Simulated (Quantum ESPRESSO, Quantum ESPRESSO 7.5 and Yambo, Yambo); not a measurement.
# Quasiparticle gap of CdWO4 (P2/c) in Yambo

Wanted: ground state, empty states, screening and self-energy for CdWO4 (P2/c).

Method: LDA and many-body steps on it, plane waves, in Quantum ESPRESSO 7.5 and Yambo 5.3.0.

**What was measured.**

- Gap 4.15 eV: direct gap from absorption edge with Urbach fit; optical absorption; 300 K; bulk crystal (thin cleaved platelet of Czochralski crystal, 10-30 um thick) (“Optical absorption of divalent metal tungstates: Correlation between the band-gap energy and the cation ionic radius”, 2008, arxiv:0807.2115).

## Step 1: The starting structure

The structure is monoclinic, space group P2/c (No. 13). Conventional cell: a = 5.040 Å, b = 5.870 Å, c = 5.084 Å, α = 90.00°, β = 91.48°, γ = 90.00°. Nearest to Cd lie 6 O at 2.20 to 2.43 Å. Nearest to W lie 6 O at 1.78 to 2.15 Å. Nearest to O lie 2 W at 1.92 to 2.15 Å and 1 Cd at 2.20 Å. Nearest to O lie 1 W at 1.78 Å and 2 Cd at 2.28 to 2.43 Å. Farther neighbours, and contacts between anions beyond the nearest, are not listed.

The cell and positions come from the Crystallography Open Database and are kept as given unless a step says otherwise.

## Step 2: Ground state

This step: Quantum ESPRESSO 7.5; DFT, LDA, plane waves, norm-conserving pseudopotentials.

The ground-state density comes first.

The input, pw.in:

```
&control
  calculation = 'scf'
  prefix = 'x'
  outdir = 'o'
  pseudo_dir = 'pseudo'
/
&system
  ibrav = 0
  nat = 12
  ntyp = 3
  ecutwfc = 94.0
  nbnd = 68
  force_symmorphic = .true.
/
&electrons
  conv_thr = 1e-10
  electron_maxstep = 80
  mixing_beta = 0.5
/
ATOMIC_SPECIES
  Cd 112.41 Cd.upf
  W 183.84 W.upf
  O 15.999 O.upf
CELL_PARAMETERS angstrom
  5.0400000000 -0.0000000000 0.0000000000
  -0.0000000000 5.8701000000 -0.0000000000
  -0.1309573182 -0.0000000000 5.0824131071
ATOMIC_POSITIONS crystal
  Cd 0.5000000000 0.6972900000 0.2500000000
  Cd 0.5000000000 0.3027100000 0.7500000000
  W 0.0000000000 0.1785500000 0.2500000000
  W 0.0000000000 0.8214500000 0.7500000000
  O 0.2018000000 0.0955000000 0.9504000000
  O 0.7982000000 0.0955000000 0.5496000000
  O 0.7982000000 0.9045000000 0.0496000000
  O 0.2018000000 0.9045000000 0.4504000000
  O 0.2420000000 0.3703000000 0.3839000000
  O 0.7580000000 0.3703000000 0.1161000000
  O 0.7580000000 0.6297000000 0.6161000000
  O 0.2420000000 0.6297000000 0.8839000000
K_POINTS automatic
  4 4 4 0 0 0
```

Started as:

```sh
OMP_NUM_THREADS=1 mpirun -n 8 pw.x -nk 8 -in pw.in > pw.out
```

The log of the run:

```text
Program PWSCF v.7.5 starts

     This program is part of the open-source Quantum ESPRESSO suite
     for quantum simulation of materials; please cite
         "P. Giannozzi et al., J. Phys.:Condens. Matter 21 395502 (2009);
         "P. Giannozzi et al., J. Phys.:Condens. Matter 29 465901 (2017);
         "P. Giannozzi et al., J. Chem. Phys. 152 154105 (2020);
     in publications or presentations arising from this work. More details at
     Message from routine setup:
     using ibrav=0 with symmetry is DISCOURAGED, use correct ibrav instead

     G-vector sticks info

     bravais-lattice index     =            0
     lattice parameter (alat)  =       9.5242  a.u.
     unit-cell volume          =    1014.7115 (a.u.)^3
     number of atoms/cell      =           12
     number of atomic types    =            3
     number of electrons       =       116.00
     number of Kohn-Sham states=           68
     kinetic-energy cutoff     =      94.0000  Ry
     charge density cutoff     =     376.0000  Ry
     scf convergence threshold =      1.0E-10
     mixing beta               =       0.5000
     number of iterations used =            8  plain     mixing
     Exchange-correlation= SLA  PW   NOGX NOGC
                           (   1   4   0   0   0   0   0)

     celldm(1)=   9.524220  celldm(2)=   0.000000  celldm(3)=   0.000000
     celldm(4)=   0.000000  celldm(5)=   0.000000  celldm(6)=   0.000000

     crystal axes: (cart. coord. in units of alat)
               a(1) = (   1.000000  -0.000000   0.000000 )
               a(2) = (  -0.000000   1.164702  -0.000000 )
               a(3) = (  -0.025984  -0.000000   1.008415 )

     reciprocal axes: (cart. coord. in units 2 pi/alat)
               b(1) = (  1.000000  0.000000  0.025767 )
               b(2) = (  0.000000  0.858588  0.000000 )
               b(3) = (  0.000000  0.000000  0.991655 )
     Pseudo is Norm-conserving + core correction, Zval = 20.0
     Generated using ONCVPSP code by D. R. Hamann
     Using radial grid of 1336 points,  6 beta functions with:
     Pseudo is Norm-conserving + core correction, Zval = 14.0
     Generated using ONCVPSP code by D. R. Hamann
     Using radial grid of 1380 points,  8 beta functions with:
     Pseudo is Norm-conserving + core correction, Zval =  6.0
     Generated using ONCVPSP code by D. R. Hamann
     Using radial grid of  926 points,  5 beta functions with:
     Cd               20.00   112.41000     Cd( 1.00)
     W                14.00   183.84000     W ( 1.00)
     O                 6.00    15.99900     O ( 1.00)

      2 Sym. Ops., with inversion, found

   Cartesian axes

     site n.     atom                  positions (alat units)
         1        Cd     tau(   1) = (   0.4935041   0.8121353   0.2521038  )
         2        Cd     tau(   2) = (   0.4805123   0.3525671   0.7563115  )
         3        W      tau(   3) = (  -0.0064959   0.2079576   0.2521038  )
         4        W      tau(   4) = (  -0.0194877   0.9567448   0.7563115  )
         5        O      tau(   5) = (   0.1771052   0.1112291   0.9583979  )
         6        O      tau(   6) = (   0.7839194   0.1112291   0.5542250  )
         7        O      tau(   7) = (   0.7969112   1.0534733   0.0500174  )
         8        O      tau(   8) = (   0.1900970   1.0534733   0.4541903  )
         9        O      tau(   9) = (   0.2320249   0.4312893   0.3871306  )
        10        O      tau(  10) = (   0.7549833   0.4312893   0.1170770  )
        11        O      tau(  11) = (   0.7419915   0.7334131   0.6212847  )
        12        O      tau(  12) = (   0.2190331   0.7334131   0.8913383  )

     number of k points=    36
                       cart. coord. in units 2pi/alat
        k(    1) = (   0.0000000   0.0000000   0.0000000), wk =   0.0312500
        k(    2) = (   0.0000000   0.0000000   0.2479137), wk =   0.0625000
        k(    3) = (   0.0000000   0.0000000  -0.4958275), wk =   0.0312500
        k(    4) = (   0.0000000   0.2146471   0.0000000), wk =   0.0625000
        k(    5) = (   0.0000000   0.2146471   0.2479137), wk =   0.0625000
        k(    6) = (   0.0000000   0.2146471  -0.4958275), wk =   0.0625000
        k(    7) = (   0.0000000  -0.4292942   0.0000000), wk =   0.0312500
        k(    8) = (   0.0000000  -0.4292942   0.2479137), wk =   0.0625000
        k(    9) = (   0.0000000  -0.4292942  -0.4958275), wk =   0.0312500
        k(   10) = (   0.2500000   0.0000000   0.0064417), wk =   0.0625000
     [... 24 further rows ...]
        k(   35) = (  -0.2500000   0.2146471   0.2414720), wk =   0.0625000
        k(   36) = (   0.5000000   0.2146471  -0.2350304), wk =   0.0625000

     Dense  grid:   125031 G-vectors     FFT dimensions: (  60,  72,  60)

     Initial potential from superposition of free atoms

     starting charge     115.9988, renormalised to     116.0000
     Starting wfcs are   72 randomized atomic wfcs

     per-process dynamical memory:   204.0 Mb

     Self-consistent Calculation

     iteration #  1     ecut=    94.00 Ry     beta= 0.50

     total energy              =   -1267.65036011 Ry
     estimated scf accuracy    <       4.26778579 Ry

     iteration #  2     ecut=    94.00 Ry     beta= 0.50

     total energy              =   -1268.23052582 Ry
     estimated scf accuracy    <       5.62278838 Ry

     iteration #  3     ecut=    94.00 Ry     beta= 0.50

     total energy              =   -1269.29605724 Ry
     estimated scf accuracy    <       0.48158047 Ry

     iteration #  4     ecut=    94.00 Ry     beta= 0.50

     total energy              =   -1269.35769968 Ry
     estimated scf accuracy    <       0.04731778 Ry

     iteration #  5     ecut=    94.00 Ry     beta= 0.50

     total energy              =   -1269.36346649 Ry
     estimated scf accuracy    <       0.00789478 Ry

     iteration #  6     ecut=    94.00 Ry     beta= 0.50

     total energy              =   -1269.36517496 Ry
     estimated scf accuracy    <       0.00232866 Ry

     iteration #  7     ecut=    94.00 Ry     beta= 0.50

     total energy              =   -1269.36540595 Ry
     estimated scf accuracy    <       0.00007583 Ry

     iteration #  8     ecut=    94.00 Ry     beta= 0.50

     total energy              =   -1269.36543921 Ry
     estimated scf accuracy    <       0.00004386 Ry

     iteration #  9     ecut=    94.00 Ry     beta= 0.50

     total energy              =   -1269.36544142 Ry
     estimated scf accuracy    <       0.00000449 Ry

     iteration # 10     ecut=    94.00 Ry     beta= 0.50

     total energy              =   -1269.36544201 Ry
     estimated scf accuracy    <       0.00000040 Ry

     iteration # 11     ecut=    94.00 Ry     beta= 0.50

     total energy              =   -1269.36544218 Ry
     estimated scf accuracy    <       0.00000018 Ry

     iteration # 12     ecut=    94.00 Ry     beta= 0.50

     total energy              =   -1269.36544219 Ry
     estimated scf accuracy    <       0.00000001 Ry

     iteration # 13     ecut=    94.00 Ry     beta= 0.50

     total energy              =   -1269.36544220 Ry
     estimated scf accuracy    <          7.2E-09 Ry

     iteration # 14     ecut=    94.00 Ry     beta= 0.50

     total energy              =   -1269.36544220 Ry
     estimated scf accuracy    <          3.7E-10 Ry

     iteration # 15     ecut=    94.00 Ry     beta= 0.50

     total energy              =   -1269.36544220 Ry
     estimated scf accuracy    <          1.2E-10 Ry

     iteration # 16     ecut=    94.00 Ry     beta= 0.50

     End of self-consistent calculation

          k = 0.0000 0.0000 0.0000 ( 15641 PWs)   bands (ev):

   -90.7298 -90.7297 -65.3274 -65.3216 -51.9263 -51.9240 -51.9151 -51.9128
   -51.8852 -51.8850 -29.7013 -29.6747 -29.6656 -29.5873 -29.5871 -29.5162
    -8.9981  -7.8260  -7.6111  -7.5967  -7.5822  -7.3891  -7.1732  -6.9998
     2.1306   2.2702   2.3156   2.5198   2.5630   2.5805   2.6294   2.8873
     2.9163   3.1525   3.4968   3.7844   3.8866   4.4201   4.5181   4.8612
     4.9077   5.1170   5.9218   5.9426   5.9829   6.4098   6.5543   6.8594
     6.9762   7.0256   7.2539   7.3153   7.7441   7.8905   8.0955   8.2111
     8.4219   8.4664  12.1090  12.5591  12.5692  12.7162  12.7710  13.7169
    13.8039  15.4172  16.6117  16.9053

          k = 0.0000 0.0000 0.2479 ( 15607 PWs)   bands (ev):

   -90.7298 -90.7297 -65.3266 -65.3224 -51.9260 -51.9244 -51.9146 -51.9131
   -51.8852 -51.8850 -29.7000 -29.6828 -29.6568 -29.6158 -29.5574 -29.5200
[...]
14.1332  15.3558  16.0671  16.9999

          k = 0.0000 0.0000-0.4958 ( 15626 PWs)   bands (ev):

[...]
2.2011   2.2011   2.4676   2.4676   2.5293   2.5293   2.8618   2.8618
     2.9824   2.9824   3.5755   3.5755   4.1290   4.1290   4.7417   4.7417
     5.1029   5.1029   5.7544   5.7544   6.1316   6.1316   6.3694   6.3694
     7.1875   7.1875   7.4020   7.4020   7.9446   7.9446   8.1758   8.1758
     8.6103   8.6103  12.1502  12.1502  12.6236  12.6236  12.9625  12.9625
    15.0133  15.0133  16.2380  16.2380

          k = 0.0000 0.2146 0.0000 ( 15624 PWs)   bands (ev):

     [... further k-points ...]

     highest occupied, lowest unoccupied level (ev):     8.7310   11.7260

!    total energy              =   -1269.36544220 Ry
     estimated scf accuracy    <          8.4E-12 Ry

     The total energy is the sum of the following terms:
     one-electron contribution =    -571.63286436 Ry
     hartree contribution      =     337.22576639 Ry
     xc contribution           =    -227.61816889 Ry
     ewald contribution        =    -807.34017534 Ry

     convergence has been achieved in  16 iterations

     XML data file, charge density, pseudopotentials, collected wavefunctions

=------------------------------------------------------------------------------=
   JOB DONE.
=------------------------------------------------------------------------------=
```

Wall time 3.1 min (8 MPI ranks of Arm Neoverse V2, shared host); peak memory 2.4 GiB.

This step gave:

| Item | Value |
| --- | --- |
| total energy | -17270.5967 eV |
| gap | 2.995 eV |
| k of the valence top | 0, 0.25, -0.25 |
| k of the conduction bottom | 0, -0.5, 0 |
| least direct gap | 2.998 eV |

The gap is indirect, with the least direct gap 0.003 eV higher.

(Continued in part 2 of 3.)

[Long decimals in the printed logs are rounded to 6 places.]

[Logs are printed without paths, hosts, clocks, repeated set-up lines and the standing remarks that a program may print on its own settings, such as how far it seeks lower states.]

[Paths, hosts, dates, memory and timing lines, banners, echoed tables and standing remarks are left out of the program output; an Ansatz launch command may be rebuilt from the run's recorded settings. Measured values are a selection of at most five: reports struck by readers or far from the other reports are left out. None is set beside runs whose start may be inverted or whose files or cutoffs have a known fault.]

[Runs of the session that timed out or met a known fault of the program may be left out.]

[Hosts, paths, dates, database ids (printed as entryN), source tags and the programs' standing remarks are cut or masked in the printed files.]
